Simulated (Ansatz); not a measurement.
# 1T-SnSeTe monolayer in a perpendicular field

What dipole does a perpendicular field induce in the 1T-SnSeTe monolayer? A positive field points along +c.

Method: plane-wave DFT, PBE-D3(BJ), Ansatz PAW, in Ansatz 0.2.0.

This is a report of a sequence of runs, with most program output left out.

### 1. The starting structure

The cell holds 3 atoms: 1 Te, 1 Sn and 1 Se. Cell: a = 3.827 Å, b = 3.827 Å, c = 36.171 Å, α = 90.0°, β = 90.0°, γ = 120.0°. Vacuum lies along c.

### 2. Relaxation

The starting cell is a guess, so the in-plane lattice and the atoms are relaxed first, with the slab cut off from its images along the normal.

Contents of input.yaml:

```yaml
crystal:
  lattice:
    - [3.8272765, 0.0, 0.0]
    - [-1.91363825, 3.3145186763, 0.0]
    - [0.0, 0.0, 36.1705878243]
  atoms:
    - { symbol: Te, position: [0.6666666667, 0.3333333333, 0.4644657721] }
    - { symbol: Sn, position: [0.0, 0.0, 0.5049578579] }
    - { symbol: Se, position: [0.3333333333, 0.6666666667, 0.5355342279] }
  periodic: [true, true, false]
kpoints:
  mp_grid: { grid: [12, 12, 1] }
hamiltonian:
  xc: pbe
  dispersion: d3bj
scf:
  occupations: { method: fermi_dirac, width: 0.05 }
  convergence: { dr2_threshold: 1.0e-09 }
relax:
  f_tol: 0.004
  max_steps: 90
  cell: {}
output:
  write_potential: true
  write_density: true
  volumetric_format: npy
```

The run is started by

```bash
$ ansatz run input.yaml --threads 2 --pin off --max-ram 3072MiB --backend cpu --events-out ev --progress --plain --runs-dir out
```

The job ended after 2.2 min (2 threads of Arm Neoverse V1, shared host; peak memory 0.76 GiB; 4.3 min of CPU time).

Step by step:

| step | energy less that of the first step (eV) | largest force component (eV/Å) | volume (Å³) |
| --- | --- | --- | --- |
| 1 | 0.0000 | 5.3673 | 458.84 |
| 2 | -1.6696 | 3.0782 | 466.54 |
| 3 | -2.2714 | 0.7502 | 466.53 |
| 4 | -2.2937 | 0.5749 | 471.37 |
| 5 | -2.3423 | 0.2670 | 478.47 |
| 6 | -2.3475 | 0.1033 | 484.42 |
| 7 | -2.3486 | 0.0240 | 484.65 |
| 8 | -2.3487 | 0.0041 | 485.21 |
| 9 | -2.3486 | 0.0019 | 485.30 |
| 10* | -2.3497 | 0.0017 | 485.30 |

Relaxation steps marked * repeat the geometry before them on a plane-wave basis chosen anew for their cell, so energy and pressure can jump there.

Forces are held to the 6 operations that the run works with; a distortion that breaks them can't arise in this run.

| cell as run | before | after | change |
| --- | --- | --- | --- |
| a (Å) | 3.827 | 3.936 | +2.8 % |
| b (Å) | 3.827 | 3.936 | +2.8 % |

The atoms that moved most (Å, along periodic axes as changes of fractional coordinates times the final cell, across vacuum about the mean position):

| atom | dx | dy | dz | length |
| --- | --- | --- | --- | --- |
| Se3 | 0.000 | 0.000 | 0.437 | 0.437 |
| Te1 | 0.000 | 0.000 | -0.415 | 0.415 |
| Sn2 | 0.000 | 0.000 | -0.022 | 0.022 |

The relaxed structure:

```
Te Sn Se
1.0
     3.93608    0.00000    0.00000
    -1.96804    3.40875    0.00000
     0.00000    0.00000   36.17059
Te Sn Se
1 1 1
Direct
  0.66667 0.33333 0.45300
  0.00000 0.00000 0.50434
  0.33333 0.66667 0.54762
```

This step gave:

| Item | Value |
| --- | --- |
| energy at zero smearing | -18474.5827 eV |

The lattice constant a goes from 3.827 to 3.936 Å.

### 3. Single point, field 0, start network

A sawtooth potential applies the field, turning back in the middle of the vacuum. With the dipole correction the typed value is the field outside the slab. The induced dipole is small, so the SCF threshold is tight.

The cell differs from the one that the last finished run ended in (c 36.171 → 21.422 Å).

Contents of input.yaml:

```yaml
crystal:
  lattice:
    - [3.9360807196, 0.0, 0.0]
    - [-1.9680403598, 3.4087458945, 0.0]
    - [0.0, 0.0, 21.4224476299]
  atoms:
    - { symbol: Te, position: [0.6666666667, 0.3333333333, 0.4201200608] }
    - { symbol: Sn, position: [0.0, 0.0, 0.5068123048] }
    - { symbol: Se, position: [0.3333333333, 0.6666666667, 0.5798799392] }
kpoints:
  mp_grid: { grid: [12, 12, 1] }
  band_path:
    path: [[0, 0, 0], [0.5, 0, 0], [0.33333333, 0.33333333, 0], [0, 0, 0]]
    npoints: 16
hamiltonian:
  xc: pbe
  dispersion: d3bj
scf:
  occupations: { method: fermi_dirac, width: 0.02585 }
  convergence: { dr2_threshold: 1.0e-10 }
efield:
  axis: 3
  dipole_correction: true
  ramp_position: 0.97
  ramp_width: 0.06
  amplitude: 0
output:
  dos: { projected: true, e_range: [-6, 5] }
  write_potential: true
  write_density: true
  volumetric_format: npy
  elf: true
```

Run time: 17 s. Hardware: 2 threads; peak memory 0.6 GiB.

Numbers from this step:

| Quantity | Value |
| --- | --- |
| energy at zero smearing | -18474.5843 eV |
| work function, upper face | 5.306 eV |
| work function, lower face | 4.938 eV |
| dipole along the normal | -0.02727 e·Å |
| step between the vacuum levels | 0.3678 eV |

Running mean over a fixed 2.5 Å (it still follows the layers) of the planar mean; the ramp of the sawtooth is left out. Table of electron's electrostatic potential energy less the Fermi level by z:

z (Å), electron's electrostatic potential energy less the Fermi level (eV) and a bar from the least value:
```
     2.98       4.94 #############################
     3.42       4.94 #############################
     3.87       4.94 #############################
     4.17       4.94 #############################
     4.61       4.94 #############################
     5.06       4.93 #############################
     5.50       4.92 #############################
     5.95       4.89 ############################
     6.25       4.82 ############################
     6.69       4.53 ###########################
     7.14       3.63 ########################
     7.59       2.65 ####################
     8.03       1.91 ##################
     8.48       0.64 #############
     8.78      -0.25 ##########
     9.22      -1.39 ######
     9.67      -1.63 #####
    10.12      -1.93 ####
    10.56      -2.80 #
    10.86      -2.97 
    11.31      -2.85 
    11.75      -2.54 ##
    12.20      -1.98 ####
    12.65      -0.81 ########
    12.94       0.27 ############
    13.39       1.85 #################
    13.84       3.24 ######################
    14.28       4.42 ###########################
    14.73       5.07 #############################
    15.17       5.24 ##############################
    15.47       5.28 ##############################
    15.92       5.30 ##############################
    16.36       5.30 ##############################
    16.81       5.31 ##############################
    17.26       5.31 ##############################
    17.55       5.31 ##############################
    18.00       5.31 ##############################
    18.45       5.31 ##############################
```

The density of states has structure finer than the step of the table below, so its rows give means over 0.2 eV, whole bins alone (the curve runs from -6 to 1.99 eV). Peaks (eV: height): -2.91: 5.41, -1.84: 3.25, -1.64: 4.66, -1.34: 14.8, -1.23: 4.32, 0.73: 5.01, 1.36: 3.04.

Table of density of states by energy, zero at the Fermi level; means over each step:

energy (eV), density of states (states/eV a cell) and a bar:
```
     -5.0        0.0 
     -4.8        0.3 ##
     -4.6        1.5 ########
     -4.4        1.9 #########
     -4.2        1.9 #########
     -4.0        0.9 ####
     -3.8        1.5 ########
     -3.6        1.5 ########
     -3.4        1.9 ##########
     -3.2        2.1 ###########
     -3.0        3.3 #################
     -2.8        2.9 ###############
     -2.6        2.4 ############
     -2.4        1.7 #########
     -2.2        1.5 #######
     -2.0        1.3 #######
     -1.8        2.7 ##############
     -1.6        3.2 ################
     -1.4        5.9 ##############################
     -1.2        2.3 ############
     -1.0        2.4 ############
     -0.8        2.2 ###########
     -0.6        1.8 #########
     -0.4        1.2 ######
     -0.2        0.9 ####
      0.0        1.3 ######
      0.2        0.9 #####
      0.4        1.0 #####
      0.6        1.5 ########
      0.8        2.2 ###########
      1.0        1.5 #######
      1.2        1.3 #######
      1.4        1.2 ######
      1.6        0.0
```

Projected DOS per atom over height of the atomic layer and energy from the Fermi level. Layers: Te Sn Se from below.

Ten even steps from '0' (0.00 states/eV) to '9' (2.17 states/eV), each cell a mean:
```
000
111
122
322
111
201
301
602
604
919
415
113
224
436
223
122
112
232
111
000
000
000
```
Columns: height of the atomic layer (Å) from 9 to 12.4 (not evenly spaced); rows upwards: energy from the Fermi level (eV) from -5.96 to 1.96.

Electronic bands along the path, in eV, zero at the Fermi level:

| point | band 20 | band 21 | band 22 | band 23 | band 24 | band 25 | band 26 | band 27 |
| --- | --- | --- | --- | --- | --- | --- | --- | --- |
| Γ | -1.19 | -1.19 | 0.13 | 0.13 | 0.73 | 2.82 | 3.63 | 3.63 |
| halfway | -2.34 | -2.02 | -1.46 | -0.27 | 0.93 | 3.22 | 4.44 | 4.49 |
| M | -2.87 | -2.60 | -1.36 | -0.62 | -0.17 | 3.26 | 4.02 | 4.48 |
| halfway | -3.47 | -3.02 | -1.43 | -1.26 | 0.56 | 3.95 | 4.22 | 4.43 |
| K | -3.93 | -3.75 | -1.58 | -1.29 | 0.69 | 3.82 | 4.34 | 5.15 |
| halfway | -3.22 | -2.01 | -1.44 | -0.88 | 1.30 | 3.67 | 3.96 | 4.74 |
| Γ | -1.19 | -1.19 | 0.13 | 0.13 | 0.73 | 2.82 | 3.63 | 3.63 |

Electrostatic potential energy in the ca plane at fractional y = 0.000, with atoms of Sn within 0.2 Å of it. With pseudopotentials it is smooth inside the atoms' cores, unlike the true potential.

Values in eV, 6 rows by 16 columns, each cell a mean:
```
  4   4   4   4   3   2  -9  -4  -6   3   4   4   4   4   4   4
  4   4   4   4   2   0  -4  -9  -1   2   4   4   4   4   4   4
  4   4   4   4   1  -5   0   1  -1   0   4   4   4   4   4   4
  4   4   4   4   1  -4  -1  -1  -1   1   4   4   4   4   4   4
  4   4   4   4   3   1  -6 -12  -3   3   4   4   4   4   4   4
  4   4   4   4   3   2  -8   1  -7   3   4   4   4   4   4   4
```
Columns run along c (16.0 Å, from fractional 0.17 to 0.92 of the cell; values clipped at the 3rd and 97th percentile), rows up along a (3.9 Å). Atoms in or near the plane, at fractional coordinates: Sn at (0.51, 0.00).

ELF in the ca plane at fractional y = 0.000, with atoms of Sn within 0.2 Å of it. It is the smooth field of the valence electrons, not physical close to the nuclei.

Values, 6 rows by 16 columns, each cell a mean:
```
0.00 0.00 0.00 0.01 0.06 0.17 0.26 0.11 0.24 0.07 0.01 0.00 0.00 0.00 0.00 0.00
0.00 0.00 0.01 0.09 0.39 0.51 0.40 0.28 0.44 0.39 0.12 0.01 0.00 0.00 0.00 0.00
0.00 0.00 0.02 0.23 0.66 0.61 0.44 0.22 0.60 0.67 0.32 0.03 0.00 0.00 0.00 0.00
0.00 0.00 0.01 0.20 0.62 0.61 0.45 0.25 0.58 0.63 0.28 0.02 0.00 0.00 0.00 0.00
0.00 0.00 0.00 0.05 0.26 0.40 0.36 0.26 0.36 0.26 0.07 0.01 0.00 0.00 0.00 0.00
0.00 0.00 0.00 0.01 0.03 0.13 0.23 0.06 0.23 0.05 0.01 0.00 0.00 0.00 0.00 0.00
```
Columns run along c (16.0 Å, from fractional 0.17 to 0.92 of the cell), rows up along a (3.9 Å). Atoms in or near the plane, at fractional coordinates: Sn at (0.51, 0.00).

Valence density in the ca plane at fractional y = 0.000, with atoms of Sn within 0.2 Å of it. It is the smooth field of the valence electrons, not physical close to the nuclei.

Ten steps, logarithmic in the rise over the least value, from '0' (0 e/Å³) to '9' (13 e/Å³), each cell a mean:
```
00000000000000000000113689742100000000000000
00000000000000000001112456421100000000000000
00000000000000000011122222221110000000000000
00000000000000000112221111122211000000000000
00000000000000000122221111122221000000000000
00000000000000000122221111122221000000000000
00000000000000000112222122222211000000000000
00000000000000000011112344321110000000000000
00000000000000000000113577631100000000000000
00000000000000000000113799742100000000000000
```
Columns run along c (16.0 Å, from fractional 0.09 to 0.84 of the cell), rows up along a (3.9 Å). Atoms in or near the plane, at fractional coordinates: Sn at (0.51, 0.00).

The work function of the upper face is 5.31 eV.

### 4. Atoms held, field 0.1 V/Å

input.yaml, as its differences from that of step 3:

```diff
@@ -23,7 +23,6 @@
   dipole_correction: true
-  ramp_position: 0.97
-  ramp_width: 0.06
-  amplitude: 0
+  ramp_position: 0.9487
+  ramp_width: 0.0943
+  amplitude: 0.1
 output:
-  dos: { projected: true, e_range: [-6, 5] }
   write_potential: true
@@ -31,2 +30 @@
   volumetric_format: npy
-  elf: true
```

Run time: 18 s. Hardware: 2 threads; peak memory 0.55 GiB; 35 s of CPU time.

The dipole is 0.0156 e·Å, 0.0429 e·Å from its value without field.

### 5. Atoms held, field -0.1 V/Å

input.yaml, as its differences from that of step 4:

```diff
@@ -25,3 +25,3 @@
   ramp_width: 0.0943
-  amplitude: 0.1
+  amplitude: -0.1
 output:
```

Wall time 18 s (2 threads); peak memory 0.55 GiB.

The dipole is -0.0702 e·Å, -0.0429 e·Å from its value without field.

### 6. Response, atoms held

This step: plane-wave DFT, PBE-D3(BJ), Ansatz PAW; response to a field along the normal, atoms held (Ansatz 0.2.0).

The dipoles give the slope, and the difference of two potentials shows where the field is screened.

Numbers from this step:

```yaml
equivalent_conductor_thickness_p_eps_0ae: 5.786 Å
distance_between_the_outer_atoms: 3.422 Å
```

Table of dipole of the cell by applied field:

| applied field (V/Å) | dipole of the cell (e·Å) |
| --- | --- |
| -0.1000 | -0.0702 |
| 0.0000 | -0.0273 |
| 0.1000 | 0.0156 |

Local field over the applied field, running mean. From the potentials at -0.1 and 0.1 V/Å; running mean over 2.5 Å. Local field over applied field against z:

| z (Å) | local field over applied field |
| --- | --- |
| 4.5 | 0.997 |
| 5.0 | 0.992 |
| 5.5 | 0.979 |
| 6.0 | 0.944 |
| 6.5 | 0.868 |
| 7.0 | 0.736 |
| 7.5 | 0.567 |
| 8.0 | 0.389 |
| 8.5 | 0.221 |
| 9.0 | 0.0958 |
| 9.5 | 0.0411 |
| 10.0 | 0.0293 |
| 10.5 | 0.0255 |
| 11.0 | 0.0318 |
| 11.5 | 0.0517 |
| 12.0 | 0.0865 |
| 12.5 | 0.173 |
| 13.0 | 0.322 |
| 13.5 | 0.499 |
| 14.0 | 0.675 |
| 14.5 | 0.825 |
| 15.0 | 0.924 |
| 15.5 | 0.971 |
| 16.0 | 0.990 |
| 16.5 | 0.997 |
| 17.0 | 0.999 |

Electrons, planar mean, per unit field. Induced electron density against z:

| z (Å) | induced electron density (e/Å³ per V/Å) |
| --- | --- |
| 4.5 | 1.1e-5 |
| 5.0 | 3.4e-5 |
| 5.5 | 9.9e-5 |
| 6.0 | 2.8e-4 |
| 6.5 | 7.1e-4 |
| 7.0 | 0.00163 |
| 7.5 | 0.00300 |
| 8.0 | 0.00318 |
| 8.5 | 0.00125 |
| 9.0 | 7.4e-4 |
| 9.5 | 5.3e-4 |
| 10.0 | -6.9e-4 |
| 10.5 | -6.8e-4 |
| 11.0 | 3.6e-4 |
| 11.5 | 6.5e-4 |
| 12.0 | -5.5e-4 |
| 12.5 | -1.0e-3 |
| 13.0 | -0.00236 |
| 13.5 | -0.00345 |
| 14.0 | -0.00220 |
| 14.5 | -9.8e-4 |
| 15.0 | -3.8e-4 |
| 15.5 | -1.4e-4 |
| 16.0 | -4.5e-5 |
| 16.5 | -1.4e-5 |
| 17.0 | -4.4e-6 |

By hand: between -0.1 and 0.1 V/Å the dipole changes by 0.08580 e·Å, a slope of 0.4290 e·Å²/V. A perfect conductor of thickness t has p = ε₀AEt, so t = 180.95 × 0.4290 / 13.417 = 5.79 Å (e/ε₀ = 180.95 V·Å, A in Å²).

The induced dipole is that of a conductor 5.79 Å thick.

### 7. Results

```
gap without field                          : none
work function, upper face                  : 5.31 eV
step between the vacuum levels             : 0.368 eV
equivalent conductor thickness, atoms held : 5.79 Å
```

The induced dipole equals that of a perfect conductor 5.79 Å thick, while the outer atoms lie 3.42 Å apart. The two faces differ: the vacuum level above lies 0.37 eV higher than the one below. There is no gap over 0.03 eV, with or without the field. Spin-orbit coupling is left out, which matters for the bands of elements this heavy.

[Logs are printed without paths, hosts, clocks, repeated set-up lines and the standing remarks that a program may print on its own settings, such as how far it seeks lower states.]

[Hosts, paths, dates, database ids (printed as entryN), source tags and the programs' standing remarks are cut or masked in the printed files.]

[Maps of the electrostatic potential energy from Ansatz leave out the sawtooth potential of an applied field or a dipole correction, so their vacuum need not be flat; planar profiles and work functions include it.]

[The density of states shown here was stored with 400 of the rows of the run's finer table, so its peaks can read low, often by over a quarter, or be missed, and its means over a window can be off by a tenth or more.]
